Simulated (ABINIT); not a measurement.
## Diamond (Fd-3m, 2 atoms a cell): bands and cutoff in G0W0 with ABINIT

Wanted: a converged G0W0 gap of Diamond (Fd-3m, 2 atoms a cell), or an estimate of the limit.

Program: ABINIT 10.8.3. Level of theory: PBE and many-body steps on it, plane waves. Results are calculated unless marked as measured.

Report form: the programs' logs are mostly left out.

### Step 1. Set-up

The structure is cubic, space group Fd-3m (No. 227). The conventional cell has a = 3.567 Å, b = 3.567 Å, c = 3.567 Å, α = 90.00°, β = 90.00°, γ = 90.00°. Nearest to C lie 4 C at 1.54 Å.

The cell and positions come from the Crystallography Open Database and are kept as given unless a step says otherwise.

### Step 2. Empty states on the mesh, 8×8×8 mesh, 299 bands

This step: ABINIT 10.8.3; DFT, PBE, plane waves, norm-conserving pseudopotentials.

The sums over transitions need many empty states on a uniform mesh; this step solves for them.

run.abi

```
acell 3*1.0 Angstrom
rprim 
  -0.000000000000 1.783370000000 1.783370000000
  1.783370000000 -0.000000000000 1.783370000000
  1.783370000000 1.783370000000 0.000000000000
ntypat 1
znucl 6
natom 2
typat 1 1
xred 
  0.000000000000 0.000000000000 -0.000000000000
  0.250000000000 0.250000000000 0.250000000000
pp_dirpath "pseudos"
pseudos "C.upf"
ecut 37
ngkpt 8 8 8
nshiftk 1
shiftk 0 0 0
kptopt 1
chksymbreak 0
irdden 1
istwfk *1
nband 299
prtvol 0
optdriver 6
gwr_task "HDIAGO"
paral_kgb 0
occopt 1
indata_prefix "in"
outdata_prefix "out"
tmpdata_prefix "tmp"
```

Run with:

```sh
> OMP_NUM_THREADS=1 mpirun -n 4 abinit run.abi > log
```

The job ended after 8.6 s (4 MPI ranks of Arm Neoverse V1, shared host; peak memory 0.33 GiB; 34 s of CPU time).

Numbers from this step:

```yaml
gap: 4.190 eV
k_of_the_valence_top: 0, 0, 0
k_of_the_conduction_bottom: 0.375, 0.375, 0
least_direct_gap: 5.626 eV
k_points_computed: 29
lowest_point_of_the_top_converged_band_above_the_valence_top: 465.2335 eV
```

On this mesh the gap is 4.190 eV.

The density comes from a self-consistent run that is not shown.

### Step 3. Screening, 8×8×8 mesh, 61 bands, screening to 203.5 eV

The RPA dielectric matrix is built and inverted for each q.

This step: RPA screening on PBE, plane waves, norm-conserving pseudopotentials.

Changes to run.abi since step 2:

```diff
@@ -20,10 +20,11 @@
 chksymbreak 0
-irdden 1
 istwfk *1
-nband 299
-prtvol 0
-optdriver 6
-gwr_task "HDIAGO"
-paral_kgb 0
 occopt 1
+irdwfk 1
+optdriver 3
+nband 61
+ecuteps 7.48
+inclvkb 2
+awtr 1
+symchi 1
 indata_prefix "in"
```

It took 36 s on 4 MPI ranks; peak memory 0.63 GiB; 2.4 min of CPU time.

This step gave:

```yaml
eps_infinity_with_local_fields_on_this_mesh_along_the_program_s_q_direction: 5.53
the_same_without_local_fields: 5.949
plasma_frequency: 31.18 eV
plane_waves_in_the_screening_matrix: 65
```

Local fields lower ε∞ by 7 %.

### Step 4. 61 bands, 203.5 eV

The self-energy is evaluated for the states that the input lists, and the levels follow from it, in one-shot runs by the linearised quasiparticle equation.

This step: G0W0 on PBE, plane waves, norm-conserving pseudopotentials.

Changes to run.abi since step 3:

```diff
@@ -23,8 +23,21 @@
 irdwfk 1
-optdriver 3
+optdriver 4
 nband 61
+gwcalctyp 0
+ecutsigx 37
+symsigma 1
+nkptgw 4
+kptgw 
+  0.0000000000 0.0000000000 0.0000000000
+  0.3750000000 0.3750000000 0.0000000000
+  0.5000000000 0.0000000000 0.0000000000
+  0.5000000000 0.5000000000 0.0000000000
+bdgw 
+  2 7
+  3 6
+  3 6
+  3 6
 ecuteps 7.48
-inclvkb 2
-awtr 1
-symchi 1
+irdscr 1
+ppmodel 1
 indata_prefix "in"
```

It took 6.7 s on 4 MPI ranks; peak memory 0.58 GiB; 27 s of CPU time.

Numbers from this step:

```yaml
g0w0_gap_on_the_mesh: 5.427 eV
starting_gap_on_the_mesh: 4.190 eV
k_of_the_valence_top: 0, 0, 0
k_of_the_conduction_bottom: 0.375, 0.375, 0
z_at_the_valence_top: 0.832
z_at_the_conduction_bottom: 0.842
least_direct_g0w0_gap_on_the_computed_points: 7.355 eV
```

The gap on the mesh goes from 4.19 eV to 5.43 eV, a correction of +1.24 eV.

### Step 5. Screening, 8×8×8 mesh, 90 bands, screening to 269.4 eV

This step: RPA screening on PBE, plane waves, norm-conserving pseudopotentials.

Changes to run.abi since step 4:

```diff
@@ -23,21 +23,8 @@
 irdwfk 1
-optdriver 4
-nband 61
-gwcalctyp 0
-ecutsigx 37
-symsigma 1
-nkptgw 4
-kptgw 
-  0.0000000000 0.0000000000 0.0000000000
-  0.3750000000 0.3750000000 0.0000000000
-  0.5000000000 0.0000000000 0.0000000000
-  0.5000000000 0.5000000000 0.0000000000
-bdgw 
-  2 7
-  3 6
-  3 6
-  3 6
-ecuteps 7.48
-irdscr 1
-ppmodel 1
+optdriver 3
+nband 90
+ecuteps 9.9
+inclvkb 2
+awtr 1
+symchi 1
 indata_prefix "in"
```

Elapsed: 65 s, on 4 MPI ranks; peak memory 0.78 GiB.

This step gave:

* ε∞ with local fields, on this mesh, along the program's q direction: 5.515
* the same without local fields: 5.949
* plasma frequency: 31.18 eV
* plane waves in the screening matrix: 113

### Step 6. 90 bands, 269.4 eV

This step: G0W0 on PBE, plane waves, norm-conserving pseudopotentials.

Changes to run.abi since step 5:

```diff
@@ -23,8 +23,21 @@
 irdwfk 1
-optdriver 3
+optdriver 4
 nband 90
+gwcalctyp 0
+ecutsigx 37
+symsigma 1
+nkptgw 4
+kptgw 
+  0.0000000000 0.0000000000 0.0000000000
+  0.3750000000 0.3750000000 0.0000000000
+  0.5000000000 0.0000000000 0.0000000000
+  0.5000000000 0.5000000000 0.0000000000
+bdgw 
+  2 7
+  3 6
+  3 6
+  3 6
 ecuteps 9.9
-inclvkb 2
-awtr 1
-symchi 1
+irdscr 1
+ppmodel 1
 indata_prefix "in"
```

Wall time 18 s (4 MPI ranks); peak memory 0.75 GiB.

This step gave:

- G0W0 gap on the mesh: 5.487 eV
- starting gap on the mesh: 4.190 eV
- k of the valence top: 0, 0, 0
- k of the conduction bottom: 0.375, 0.375, 0
- Z at the valence top: 0.831
- Z at the conduction bottom: 0.842
- least direct G0W0 gap on the computed points: 7.407 eV

Against G0W0 in ABINIT (8×8×8 mesh, 61 bands, screening to 203.5 eV, Godby-Needs plasmon pole), the gap moves by +0.060 eV.

### Step 7. Screening, 8×8×8 mesh, 137 bands, screening to 359.2 eV

This step: RPA screening on PBE, plane waves, norm-conserving pseudopotentials.

Changes to run.abi since step 6:

```diff
@@ -23,21 +23,8 @@
 irdwfk 1
-optdriver 4
-nband 90
-gwcalctyp 0
-ecutsigx 37
-symsigma 1
-nkptgw 4
-kptgw 
-  0.0000000000 0.0000000000 0.0000000000
-  0.3750000000 0.3750000000 0.0000000000
-  0.5000000000 0.0000000000 0.0000000000
-  0.5000000000 0.5000000000 0.0000000000
-bdgw 
-  2 7
-  3 6
-  3 6
-  3 6
-ecuteps 9.9
-irdscr 1
-ppmodel 1
+optdriver 3
+nband 137
+ecuteps 13.2
+inclvkb 2
+awtr 1
+symchi 1
 indata_prefix "in"
```

It took 4.3 min on 4 MPI ranks; peak memory 1.5 GiB.

This step gave:

```
ε∞ with local fields, on this mesh, along the program's q direction : 5.513
the same without local fields                                       : 5.949
plasma frequency                                                    : 31.18 eV
plane waves in the screening matrix                                 : 169
```

### Step 8. 137 bands, 359.2 eV

This step: G0W0 on PBE, plane waves, norm-conserving pseudopotentials.

Changes to run.abi since step 7:

```diff
@@ -23,8 +23,21 @@
 irdwfk 1
-optdriver 3
+optdriver 4
 nband 137
+gwcalctyp 0
+ecutsigx 37
+symsigma 1
+nkptgw 4
+kptgw 
+  0.0000000000 0.0000000000 0.0000000000
+  0.3750000000 0.3750000000 0.0000000000
+  0.5000000000 0.0000000000 0.0000000000
+  0.5000000000 0.5000000000 0.0000000000
+bdgw 
+  2 7
+  3 6
+  3 6
+  3 6
 ecuteps 13.2
-inclvkb 2
-awtr 1
-symchi 1
+irdscr 1
+ppmodel 1
 indata_prefix "in"
```

Elapsed: 59 s, on 4 MPI ranks; peak memory 1.4 GiB.

Numbers from this step:

```yaml
g0w0_gap_on_the_mesh: 5.52 eV
starting_gap_on_the_mesh: 4.190 eV
k_of_the_valence_top: 0, 0, 0
k_of_the_conduction_bottom: 0.375, 0.375, 0
least_direct_g0w0_gap_on_the_computed_points: 7.425 eV
```

Against G0W0 in ABINIT (8×8×8 mesh, 90 bands, screening to 269.4 eV, Godby-Needs plasmon pole), the gap moves by +0.033 eV.

### Step 9. Screening, 8×8×8 mesh, 202 bands, screening to 466.9 eV

This step: RPA screening on PBE, plane waves, norm-conserving pseudopotentials.

Changes to run.abi since step 8:

```diff
@@ -23,21 +23,8 @@
 irdwfk 1
-optdriver 4
-nband 137
-gwcalctyp 0
-ecutsigx 37
-symsigma 1
-nkptgw 4
-kptgw 
-  0.0000000000 0.0000000000 0.0000000000
-  0.3750000000 0.3750000000 0.0000000000
-  0.5000000000 0.0000000000 0.0000000000
-  0.5000000000 0.5000000000 0.0000000000
-bdgw 
-  2 7
-  3 6
-  3 6
-  3 6
-ecuteps 13.2
-irdscr 1
-ppmodel 1
+optdriver 3
+nband 202
+ecuteps 17.16
+inclvkb 2
+awtr 1
+symchi 1
 indata_prefix "in"
```

Elapsed: 8.2 min, on 4 MPI ranks; peak memory 2.1 GiB.

This step gave:

- ε∞ with local fields, on this mesh, along the program's q direction: 5.509
- the same without local fields: 5.949
- plasma frequency: 31.18 eV
- plane waves in the screening matrix: 259

### Step 10. 202 bands, 466.9 eV

This step: G0W0 on PBE, plane waves, norm-conserving pseudopotentials.

Changes to run.abi since step 9:

```diff
@@ -23,8 +23,21 @@
 irdwfk 1
-optdriver 3
+optdriver 4
 nband 202
+gwcalctyp 0
+ecutsigx 37
+symsigma 1
+nkptgw 4
+kptgw 
+  0.0000000000 0.0000000000 0.0000000000
+  0.3750000000 0.3750000000 0.0000000000
+  0.5000000000 0.0000000000 0.0000000000
+  0.5000000000 0.5000000000 0.0000000000
+bdgw 
+  2 7
+  3 6
+  3 6
+  3 6
 ecuteps 17.16
-inclvkb 2
-awtr 1
-symchi 1
+irdscr 1
+ppmodel 1
 indata_prefix "in"
```

The job ended after 3 min (4 MPI ranks; peak memory 2.1 GiB).

This step gave:

```yaml
g0w0_gap_on_the_mesh: 5.538 eV
starting_gap_on_the_mesh: 4.190 eV
k_of_the_valence_top: 0, 0, 0
k_of_the_conduction_bottom: 0.375, 0.375, 0
least_direct_g0w0_gap_on_the_computed_points: 7.434 eV
```

Against G0W0 in ABINIT (8×8×8 mesh, 137 bands, screening to 359.2 eV, Godby-Needs plasmon pole), the gap moves by +0.018 eV.

### Step 11. Screening, 8×8×8 mesh, 291 bands, screening to 598.7 eV

This step: RPA screening on PBE, plane waves, norm-conserving pseudopotentials.

Changes to run.abi since step 10:

```diff
@@ -23,21 +23,8 @@
 irdwfk 1
-optdriver 4
-nband 202
-gwcalctyp 0
-ecutsigx 37
-symsigma 1
-nkptgw 4
-kptgw 
-  0.0000000000 0.0000000000 0.0000000000
-  0.3750000000 0.3750000000 0.0000000000
-  0.5000000000 0.0000000000 0.0000000000
-  0.5000000000 0.5000000000 0.0000000000
-bdgw 
-  2 7
-  3 6
-  3 6
-  3 6
-ecuteps 17.16
-irdscr 1
-ppmodel 1
+optdriver 3
+nband 291
+ecuteps 22
+inclvkb 2
+awtr 1
+symchi 1
 indata_prefix "in"
```

Run time: 15 min. Hardware: 4 MPI ranks; peak memory 3 GiB; 62 min of CPU time.

This step gave:

| Quantity | Value |
| --- | --- |
| ε∞ with local fields, on this mesh, along the program's q direction | 5.508 |
| the same without local fields | 5.949 |
| plasma frequency | 31.18 eV |
| plane waves in the screening matrix | 339 |

### Step 12. 291 bands, 598.7 eV

This step: G0W0 on PBE, plane waves, norm-conserving pseudopotentials.

Changes to run.abi since step 11:

```diff
@@ -23,8 +23,21 @@
 irdwfk 1
-optdriver 3
+optdriver 4
 nband 291
+gwcalctyp 0
+ecutsigx 37
+symsigma 1
+nkptgw 4
+kptgw 
+  0.0000000000 0.0000000000 0.0000000000
+  0.3750000000 0.3750000000 0.0000000000
+  0.5000000000 0.0000000000 0.0000000000
+  0.5000000000 0.5000000000 0.0000000000
+bdgw 
+  2 7
+  3 6
+  3 6
+  3 6
 ecuteps 22
-inclvkb 2
-awtr 1
-symchi 1
+irdscr 1
+ppmodel 1
 indata_prefix "in"
```

The job ended after 7 min (4 MPI ranks; peak memory 3 GiB).

This step gave:

* G0W0 gap on the mesh: 5.547 eV
* starting gap on the mesh: 4.190 eV
* k of the valence top: 0, 0, 0
* k of the conduction bottom: 0.375, 0.375, 0
* least direct G0W0 gap on the computed points: 7.439 eV

Against G0W0 in ABINIT (8×8×8 mesh, 202 bands, screening to 466.9 eV, Godby-Needs plasmon pole), the gap moves by +0.009 eV.

### Step 13. Side by side

Times are wall times on 4 MPI ranks of Arm Neoverse V1, shared host, good to a factor of about two. A run's time includes the screening step that it read.

```
                run   mesh  bands  screening cutoff (eV)  DFT gap (eV)  gap on the mesh (eV)  direct (eV)  ε∞ used     time
 61 bands, 203.5 eV  8×8×8     61                  203.5         4.190                 5.427        7.355     5.53     43 s
 90 bands, 269.4 eV  8×8×8     90                  269.4         4.190                 5.487        7.407     5.52     83 s
137 bands, 359.2 eV  8×8×8    137                  359.2         4.190                 5.520        7.425     5.51  5.3 min
202 bands, 466.9 eV  8×8×8    202                  466.9         4.190                 5.538        7.434     5.51   11 min
291 bands, 598.7 eV  8×8×8    291                  598.7         4.190                 5.547        7.439     5.51   22 min
```

### Step 14. What came out

```yaml
61_bands_203p5_ev: 5.427 eV
90_bands_269p4_ev: 5.487 eV
137_bands_359p2_ev: 5.520 eV
202_bands_466p9_ev: 5.538 eV
291_bands_598p7_ev: 5.547 eV
known_limits: not at the basis limit
```

What this shows: From the first rung to the last the gap moves by +0.12 eV for 32 times the time.

[Paths, hosts, dates, memory and timing lines, banners, echoed tables and standing remarks are left out of the program output.]

[Logs are printed without paths, hosts, clocks, repeated set-up lines and the standing remarks that a program may print on its own settings, such as how far it seeks lower states.]

[Runs of the session that timed out or met a known fault of the program may be left out.]

[Hosts, paths, dates, database ids (printed as entryN), source tags and the programs' standing remarks are cut or masked in the printed files.]

[G0W0 gaps are taken among the corrected bands and points alone; a level outside them can change the order at an edge.]

[Where Ansatz stands beside ABINIT at settings called matched, ABINIT's density can come from a denser mesh and the files from another edition; pairs whose starting gaps differed by over 0.03 eV were left out, so agreement reads better than it is.]
